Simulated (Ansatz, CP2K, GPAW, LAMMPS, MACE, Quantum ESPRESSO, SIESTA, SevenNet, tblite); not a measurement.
## CP2K on liquid Ge at 2600 K (66 atoms): settings against a plane-wave reference

Wanted: CP2K inputs and outputs for liquid Ge at 2600 K (66 atoms), checked against a plane-wave reference.

Program: CP2K 2026.2. Level of theory: the method is named at each step. Results are calculated unless marked as measured.

**1. The starting structure**

The cell holds 66 atoms: 66 Ge. Cell: a = 11.473 Å, b = 11.473 Å, c = 11.473 Å, α = 90.0°, β = 90.0°, γ = 90.0°. 66 atoms (66 Ge) placed at random at 5.27 g/cm³, melted at 3500 K for 10 ps at fixed volume with the Tersoff potential (Tersoff, Phys. Rev. B 39, 5566 (1989)). Snapshot at the end of a hold of 5 ps at 2600 K and fixed volume.

The yardstick, on the same geometry:

- method: Kohn-Sham DFT, PBE, PAW, plane waves (Ansatz 0.2.0); cutoff 420 eV, Γ point, fermi-dirac smearing of 0.05 eV; PAW set soft_2
- r.m.s. force component: 0.9003 eV/Å
- longest force: 3.66 eV/Å
- pressure: 4.681 GPa
- SCF cycles: 10
- time: 46 s on 4 threads of Arm Neoverse V1, shared host
- CPU time: 2.7 min

**2. PBE, DZVP-UZH, 350/50 Ry, diagonalisation**

Method: Kohn-Sham DFT, PBE, GTH-PBE pseudopotentials, Gaussian and plane waves, DZVP-MOLOPT (UZH set), diagonalisation.

input.inp

```
&GLOBAL
  PROJECT cell
  RUN_TYPE ENERGY_FORCE
  PRINT_LEVEL LOW
&END GLOBAL
&FORCE_EVAL
  METHOD QS
  STRESS_TENSOR ANALYTICAL
  &DFT
    BASIS_SET_FILE_NAME BASIS_MOLOPT_UZH
    POTENTIAL_FILE_NAME POTENTIAL_UZH
    &MGRID
      CUTOFF 350
      REL_CUTOFF 50
    &END MGRID
    &QS
      EPS_DEFAULT 1.0E-12
    &END QS
    &SCF
      SCF_GUESS ATOMIC
      EPS_SCF 5.0E-06
      MAX_SCF 200
      ADDED_MOS 29
      &DIAGONALIZATION
        ALGORITHM STANDARD
      &END DIAGONALIZATION
      &SMEAR ON
        METHOD FERMI_DIRAC
        ELECTRONIC_TEMPERATURE [K] 580
      &END SMEAR
      &MIXING
        METHOD BROYDEN_MIXING
        ALPHA 0.15
        NBROYDEN 12
      &END MIXING
      &PRINT
        &RESTART OFF
        &END RESTART
      &END PRINT
    &END SCF
    &XC
      &XC_FUNCTIONAL PBE
      &END XC_FUNCTIONAL
    &END XC
    &PRINT
      &MULLIKEN ON
      &END MULLIKEN
      &HIRSHFELD ON
        SHAPE_FUNCTION DENSITY
      &END HIRSHFELD
      &MO ON
        EIGENVALUES T
        OCCUPATION_NUMBERS T
        MO_INDEX_RANGE 121 144
        &EACH
          QS_SCF 0
        &END EACH
        ADD_LAST NUMERIC
      &END MO
    &END PRINT
  &END DFT
  &SUBSYS
    &CELL
      A 11.47290 0.00000 0.00000
      B 0.00000 11.47290 0.00000
      C 0.00000 0.00000 11.47290
    &END CELL
    &TOPOLOGY
      COORD_FILE_NAME structure.xyz
      COORD_FILE_FORMAT XYZ
    &END TOPOLOGY
    &KIND Ge
      BASIS_SET DZVP-MOLOPT-PBE-GTH-q4
      POTENTIAL GTH-PBE-q4
    &END KIND
  &END SUBSYS
  &PRINT
    &FORCES ON
    &END FORCES
    &STRESS_TENSOR ON
    &END STRESS_TENSOR
  &END PRINT
&END FORCE_EVAL
```

structure.xyz

```xyz
66

Ge 0.44297 8.53354 11.40624
Ge 3.05420 0.62952 5.06207
Ge 1.34841 6.84680 1.32994
Ge 7.21014 7.37111 5.58420
Ge 0.16842 4.64939 1.50708
Ge 8.57003 2.10826 0.97829
Ge 5.98885 5.29210 1.07593
Ge 3.57909 4.12038 4.01356
Ge 5.18655 6.50640 7.59655
Ge 1.17781 3.60272 4.78844
Ge 1.73218 5.69549 6.11838
Ge 5.20548 9.80726 7.47689
Ge 6.58051 9.73980 5.35693
Ge 4.53443 2.08290 3.18098
Ge 10.07022 11.26077 4.04856
Ge 0.38755 10.71248 1.41472
Ge 6.33694 1.76797 7.52129
Ge 4.13403 7.98743 3.94243
Ge 10.36978 7.64875 10.01951
Ge 5.83420 11.20914 9.45023
Ge 7.12708 5.32756 8.12924
Ge 3.96687 2.06352 7.15725
Ge 4.21996 4.30762 8.77298
Ge 6.92390 4.51780 4.56966
Ge 1.90255 9.09686 9.67636
Ge 4.33010 8.16813 9.33779
Ge 9.74669 3.04514 8.51094
Ge 6.90531 7.66711 1.28680
Ge 6.30551 3.90801 10.57560
Ge 7.75924 0.49574 5.65167
Ge 9.83319 9.58297 2.33634
Ge 1.10404 8.90951 7.37845
Ge 9.33860 11.06240 7.64015
Ge 1.97609 3.80292 9.71479
Ge 3.61178 6.05586 1.99032
Ge 8.48949 9.05453 9.04592
Ge 10.52822 3.96894 3.61385
Ge 9.18165 7.05962 1.70028
Ge 1.93433 1.56215 8.67214
Ge 1.69133 8.44991 3.50325
Ge 3.61305 1.95028 0.50148
Ge 9.61773 5.78991 11.41129
Ge 0.04991 4.46456 7.94556
Ge 3.10732 0.16659 10.11933
Ge 7.98216 3.87382 6.76740
Ge 10.79107 0.97015 9.18383
Ge 1.27177 2.81751 0.31000
Ge 3.82105 10.95628 1.59863
Ge 6.73425 2.09139 3.89987
Ge 11.40360 7.02428 4.73418
Ge 8.69852 3.75887 10.40741
Ge 5.86896 9.63506 2.69877
Ge 5.95042 1.59657 11.39511
Ge 11.14627 7.06822 7.66722
Ge 6.46578 9.02917 10.50103
Ge 10.77236 1.23058 0.28992
[... 6 atom lines left out ...]
Ge 8.84893 7.04987 7.37535
Ge 7.99845 10.97383 1.65738
Ge 9.19771 2.05950 3.46837
Ge 1.97862 10.98565 3.13692
```

Launch:

```bash
OMP_NUM_THREADS=2 cp2k.psmp -i input.inp > output.txt
```

Numbers of over 12 decimals in the logs are rounded to 6 here.

The log of the run:

```text
CP2K| version string:                                       CP2K version 2026.2
 CP2K| Input file name                                                 input.inp
 GLOBAL| Basis set file name                                    BASIS_MOLOPT_UZH
 GLOBAL| Potential file name                                       POTENTIAL_UZH
 GLOBAL| Run type                                                   ENERGY_FORCE
 GLOBAL| Total number of message passing processes                             1
 GLOBAL| Number of threads for this process                                    2
 TOTAL NUMBERS AND MAXIMUM NUMBERS
  Total number of            - Atomic kinds:                                   1
                             - Atoms:                                         66
                             - Shell sets:                                    66
                             - Shells:                                       330
                             - Primitive Cartesian functions:                264
                             - Cartesian basis functions:                    924
                             - Spherical basis functions:                    858
  Maximum angular momentum of the orbital basis functions:                     2
 SCF PARAMETERS         Density guess:                                    ATOMIC
                        max_scf:                                             200
                        eps_scf:                                        5.00E-06
                        added MOs                                        29    0
                        Mixing method:                            BROYDEN_MIXING
                                                charge density mixing in g-space
                        Smear method:                                FERMI_DIRAC
                        Electronic temperature [K]:                        580.0
                        Electronic temperature [a.u.]:                  1.84E-03
                        Accuracy threshold:                             1.00E-10
 Extrapolation method: initial_guess
 Number of electrons:                                                        264
 Number of occupied orbitals:                                                132
 Number of molecular orbitals:                                               161
 Number of orbital functions:                                                858
 Number of independent orbital functions:                                    858
 SCF WAVEFUNCTION OPTIMIZATION
  Step     Update method      Time    Convergence         Total energy    Change
     1 NoMix/Diag. 0.15E+00    3.2     0.36052443      -263.2057981250 -2.63E+02
     2 Broy./Diag. 0.15E+00    4.2     0.03460710      -257.7833573695  5.42E+00
     3 Broy./Diag. 0.15E+00    4.3     0.09716731      -257.6980359750  8.53E-02
     4 Broy./Diag. 0.15E+00    4.2     0.02860591      -258.1978822786 -5.00E-01
[...]
15 Broy./Diag. 0.15E+00    4.8     0.00001097      -258.1609133200 -3.99E-04
    16 Broy./Diag. 0.15E+00    4.8     0.00000362      -258.1610412016 -1.28E-04
  *** SCF run converged in    16 steps ***
  Electronic density on regular grids:       -263.9999999999        0.0000000001
  Core density on regular grids:              263.9999999990       -0.0000000010
  Total charge density on r-space grids:       -0.0000000009
  Total charge density g-space grids:          -0.0000000009
  Overlap energy of the core charge distribution:               1.21019e-06
  Self energy of the core charge distribution:               -551.199620
  Core Hamiltonian energy:                                    129.952274
  Hartree energy:                                             239.600024
  Exchange-correlation energy:                                -76.504661
  Electronic entropic energy:                                  -0.00905864
  Fermi energy:                                                 0.156800
  Total energy:                                              -258.161041
  Total energy (extrapolated to T->0):                       -258.156512
 MO| EIGENVALUES AND OCCUPATION NUMBERS
 MO|
 MO|  Index      Eigenvalue [a.u.]        Eigenvalue [eV]             Occupation
 MO|    121               0.129962               3.536447               1.999999
 MO|    122               0.132976               3.618450               1.999995
 MO|    123               0.135489               3.686844               1.999982
[...]
MO|    143               0.184485               5.020105               0.000001
 MO|    144               0.188137               5.119464               0.000000
 MO| Sum:                                                             264.000000
 MO| E(Fermi):            0.156800 a.u.          4.266741 eV
 !-----------------------------------------------------------------------------!
                     Mulliken Population Analysis
 #  Atom  Element  Kind  Atomic population                           Net charge
       1     Ge       1          4.001751                             -0.001751
       2     Ge       1          3.995592                              0.004408
       3     Ge       1          3.937250                              0.062750
[...]
65     Ge       1          4.059775                             -0.059775
      66     Ge       1          3.938383                              0.061617
 # Total charge                            264.000000                  0.000000
 !-----------------------------------------------------------------------------!
 !-----------------------------------------------------------------------------!
                           Hirshfeld Charges
  #Atom  Element  Kind  Ref Charge     Population                    Net charge
      1       Ge     1       4.000          4.014                        -0.014
      2       Ge     1       4.000          3.991                         0.009
      3       Ge     1       4.000          4.021                        -0.021
[...]
65       Ge     1       4.000          4.027                        -0.027
     66       Ge     1       4.000          4.032                        -0.032
  Total Charge                                                           -0.000
 !-----------------------------------------------------------------------------!
 ENERGY| Total FORCE_EVAL ( QS ) energy [hartree]           -258.161063
 FORCES| Atomic forces [hartree/bohr]
 FORCES|   Atom     x               y               z               |f|
 FORCES|      1  1.58620827E-02  2.58520128E-02  3.67307126E-02   4.76348347E-02
 FORCES|      2  1.12088800E-02  1.44294987E-03  5.89470930E-03   1.27463207E-02
 FORCES|      3  1.08277796E-02 -6.27841496E-03  2.55262041E-02   2.84296747E-02
[...]
FORCES|     65 -1.80926424E-02 -1.43546948E-02 -3.58604738E-02   4.26541271E-02
 FORCES|     66 -6.72439849E-03 -6.98136323E-03  1.06292588E-02   1.43853436E-02
 FORCES| Sum    -2.81953733E-08  1.60579201E-07 -6.33995879E-09
 FORCES| Total atomic force                                       1.63158983E-07
 STRESS| Analytical stress tensor [bar]
 STRESS|                        x                   y                   z
 STRESS|      x        6.15738555926E+04  -1.69879269697E+03   3.25948185109E+03
 STRESS|      y       -1.69879269697E+03   4.16569183856E+04   1.15249358671E+04
 STRESS|      z        3.25948185109E+03   1.15249358671E+04   5.81366868855E+04
 STRESS| 1/3 Trace                                             5.37891536212E+04
```

Wall time 86 s (2 threads of Arm Neoverse V1, shared host); peak memory 2.2 GiB.

Banners, paths, timers and routine set-up lines are dropped from the logs unmarked, and long logs keep their key lines alone; longer cuts are marked.

Numbers from this run, and their distance from the reference:

```
r.m.s. force component                  : 0.8937 eV/Å
r.m.s. difference of force components   : 39.24 meV/Å
longest difference of force vectors     : 146.3 meV/Å
force difference over r.m.s. force      : 4.359 %
slope of forces against the reference's : 0.9917
correlation of force components         : 0.9991
pressure                                : 5.379 GPa
pressure difference                     : 0.6982 GPa
```

Local excerpt of 9 atoms (numbers count through the whole input) about Ge30, which has 6 bonded neighbours where the commonest count for Ge is 4; x, y, z are measured from there.

```csv
atom,x,y,z,distance (Å),bonds,Hirshfeld charge (e),Fx,Fy,Fz (eV/Å)
Ge30,0.00,0.00,0.00,0.00,6,-0.04,0.40,-0.47,0.55
Ge13,-1.18,-2.23,-0.29,2.54,4,0.02,-0.01,0.18,-0.29
Ge49,-1.02,1.60,-1.75,2.58,4,0.00,1.19,0.04,0.66
Ge17,-1.42,1.27,1.87,2.67,4,0.03,0.98,-0.37,-0.14
Ge33,1.58,-0.91,1.99,2.70,4,0.02,0.27,-0.29,-0.19
Ge61,2.13,1.85,0.11,2.82,6,0.02,0.29,-0.04,1.52
Ge15,2.31,-0.71,-1.60,2.90,4,0.04,-0.30,0.13,0.64
Ge65,1.44,1.56,-2.18,3.05,5,-0.03,-0.93,-0.74,-1.84
Ge45,0.22,3.38,1.12,3.56,5,-0.03,0.74,-2.53,-1.94
```

Forces lie 4.4 % from the reference's, at 0.96 times its CPU time (on 2 against 4 cores).

**3. PBE, TZVP-UZH, 350/50 Ry, diagonalisation**

Method: Kohn-Sham DFT, PBE, GTH-PBE pseudopotentials, Gaussian and plane waves, TZVP-MOLOPT (UZH set), diagonalisation.

input.inp: that of step 2 with these lines changed.

```diff
@@ -67,8 +67,32 @@
     &END CELL
-    &TOPOLOGY
-      COORD_FILE_NAME structure.xyz
-      COORD_FILE_FORMAT XYZ
-    &END TOPOLOGY
+    &COORD
+      SCALED
+      Ge 0.03861 0.74380 0.99419
+      Ge 0.26621 0.05487 0.44122
+      Ge 0.11753 0.59678 0.11592
+      Ge 0.62845 0.64248 0.48673
+      Ge 0.01468 0.40525 0.13136
+      Ge 0.74698 0.18376 0.08527
+      Ge 0.52200 0.46127 0.09378
+      Ge 0.31196 0.35914 0.34983
+      Ge 0.45207 0.56711 0.66213
+      Ge 0.10266 0.31402 0.41737
+      Ge 0.15098 0.49643 0.53329
+      Ge 0.45372 0.85482 0.65170
+      Ge 0.57357 0.84894 0.46692
+      Ge 0.39523 0.18155 0.27726
+      Ge 0.87774 0.98151 0.35288
+      Ge 0.03378 0.93372 0.12331
+      Ge 0.55234 0.15410 0.65557
+      Ge 0.36033 0.69620 0.34363
+      Ge 0.90385 0.66668 0.87332
+      Ge 0.50852 0.97701 0.82370
+[... 42 atom lines left out ...]
+      Ge 0.77129 0.61448 0.64285
+      Ge 0.69716 0.95650 0.14446
+      Ge 0.80169 0.17951 0.30231
+      Ge 0.17246 0.95753 0.27342
+    &END COORD
     &KIND Ge
-      BASIS_SET DZVP-MOLOPT-PBE-GTH-q4
+      BASIS_SET TZVP-MOLOPT-PBE-GTH-q4
       POTENTIAL GTH-PBE-q4
```

Launch:

```bash
OMP_NUM_THREADS=1 mpirun -np 4 cp2k.psmp -i input.inp > output.txt
```

The log of the run:

```text
CP2K| version string:                                       CP2K version 2026.2
 CP2K| Input file name                                                 input.inp
 GLOBAL| Basis set file name                                    BASIS_MOLOPT_UZH
 GLOBAL| Potential file name                                       POTENTIAL_UZH
[... lines left out ...]
 Number of electrons:                                                        264
[... lines left out ...]
  Step     Update method      Time    Convergence         Total energy    Change
[... lines left out ...]
  *** SCF run converged in    16 steps ***
[... lines left out ...]
  Fermi energy:                                                 0.155598
  Total energy:                                              -258.277296
  Total energy (extrapolated to T->0):                       -258.272794
[... lines left out ...]
 MO| E(Fermi):            0.155598 a.u.          4.234030 eV
[... lines left out ...]
 ENERGY| Total FORCE_EVAL ( QS ) energy [hartree]           -258.277275
[... lines left out ...]
 FORCES|      1  1.52942166E-02  2.59557818E-02  3.73251396E-02   4.79664645E-02
 FORCES|      2  1.14635105E-02  1.44399092E-03  6.00721776E-03   1.30224363E-02
 FORCES|      3  1.01722506E-02 -6.11158793E-03  2.56546551E-02   2.82663672E-02
[...]
FORCES|     65 -1.83908239E-02 -1.47132004E-02 -3.66548743E-02   4.35692607E-02
 FORCES|     66 -6.97277804E-03 -6.69720689E-03  1.14758505E-02   1.50055776E-02
 FORCES| Sum    -7.65342720E-08  1.37533555E-07  3.08128544E-08
 FORCES| Total atomic force                                       1.60382062E-07
 STRESS| Analytical stress tensor [bar]
 STRESS|                        x                   y                   z
 STRESS|      x        5.96176694923E+04  -1.68001500276E+03   3.41466406737E+03
 STRESS|      y       -1.68001500276E+03   3.94243325945E+04   1.15183586416E+04
 STRESS|      z        3.41466406737E+03   1.15183586416E+04   5.57484442530E+04
 STRESS| 1/3 Trace                                             5.15968154466E+04
```

The job ended after 45 s (4 MPI ranks; peak memory 3.9 GiB; 3 min of CPU time).

Numbers from this run, and their distance from the reference:

| Property | Result |
| --- | --- |
| r.m.s. force component | 0.8998 eV/Å |
| r.m.s. difference of force components | 35.08 meV/Å |
| longest difference of force vectors | 141.2 meV/Å |
| force difference over r.m.s. force | 3.897 % |
| slope of forces against the reference's | 0.9987 |
| correlation of force components | 0.9992 |
| pressure | 5.16 GPa |
| pressure difference | 0.479 GPa |

Against the first run (4.4 %), the force difference from the reference is 3.9 %, at 1.1 times the CPU time (on 4 against 2 cores), with 1122 basis functions against 858: the larger basis brings the forces nearer.

**4. PBE, TZV2P-UZH, 350/50 Ry, diagonalisation**

Method: Kohn-Sham DFT, PBE, GTH-PBE pseudopotentials, Gaussian and plane waves, TZV2P-MOLOPT (UZH set), diagonalisation.

input.inp: that of step 3 with these lines changed.

```diff
@@ -72,3 +72,3 @@
     &KIND Ge
-      BASIS_SET TZVP-MOLOPT-PBE-GTH-q4
+      BASIS_SET TZV2P-MOLOPT-PBE-GTH-q4
       POTENTIAL GTH-PBE-q4
```

The log of the run:

```text
CP2K| version string:                                       CP2K version 2026.2
 CP2K| Input file name                                                 input.inp
 GLOBAL| Basis set file name                                    BASIS_MOLOPT_UZH
 GLOBAL| Potential file name                                       POTENTIAL_UZH
[... lines left out ...]
 Number of electrons:                                                        264
[... lines left out ...]
  Step     Update method      Time    Convergence         Total energy    Change
[... lines left out ...]
  *** SCF run converged in    18 steps ***
[... lines left out ...]
  Fermi energy:                                                 0.155501
  Total energy:                                              -258.379683
  Total energy (extrapolated to T->0):                       -258.375126
[... lines left out ...]
 MO| E(Fermi):            0.155501 a.u.          4.231386 eV
[... lines left out ...]
 ENERGY| Total FORCE_EVAL ( QS ) energy [hartree]           -258.379633
[... lines left out ...]
 FORCES|      1  1.49516944E-02  2.58062863E-02  3.79317042E-02   4.82527902E-02
 FORCES|      2  1.09351114E-02  1.73197743E-03  6.20771512E-03   1.26929955E-02
 FORCES|      3  9.73425776E-03 -6.03505205E-03  2.58898951E-02   2.83101448E-02
[...]
FORCES|     65 -1.91179194E-02 -1.54421965E-02 -3.60725986E-02   4.36484667E-02
 FORCES|     66 -6.70516423E-03 -7.09895508E-03  1.18574375E-02   1.53607687E-02
 FORCES| Sum    -1.35875361E-07 -8.47180218E-09 -1.69737046E-07
 FORCES| Total atomic force                                       2.17588028E-07
 STRESS| Analytical stress tensor [bar]
 STRESS|                        x                   y                   z
 STRESS|      x        5.86060587671E+04  -1.95802881530E+03   3.55360012526E+03
 STRESS|      y       -1.95802881530E+03   3.88018132002E+04   1.13995890518E+04
 STRESS|      z        3.55360012526E+03   1.13995890518E+04   5.50974600853E+04
 STRESS| 1/3 Trace                                             5.08351106842E+04
```

The job ended after 2 min (4 MPI ranks; peak memory 5 GiB).

Numbers from this run, and their distance from the reference:

```
r.m.s. force component                  : 0.8953 eV/Å
r.m.s. difference of force components   : 23.37 meV/Å
longest difference of force vectors     : 132.6 meV/Å
force difference over r.m.s. force      : 2.595 %
slope of forces against the reference's : 0.9941
correlation of force components         : 0.9997
pressure                                : 5.083 GPa
pressure difference                     : 0.4028 GPa
```

Against the first run (4.4 %), the force difference from the reference is 2.6 %, at 3.1 times the CPU time (on 4 against 2 cores), with 1914 basis functions against 858: the larger basis brings the forces nearer.

[end of part 1 of 3]

[Also dropped from logs without a mark: logging warnings of Python, and SIESTA's first energy breakdown and zero terms.]

[Logs are printed without paths, hosts, clocks, repeated set-up lines and the standing remarks that a program may print on its own settings, such as how far it seeks lower states.]

[Hosts, paths, dates, database ids (printed as entryN), source tags and the programs' standing remarks are cut or masked in the printed files.]
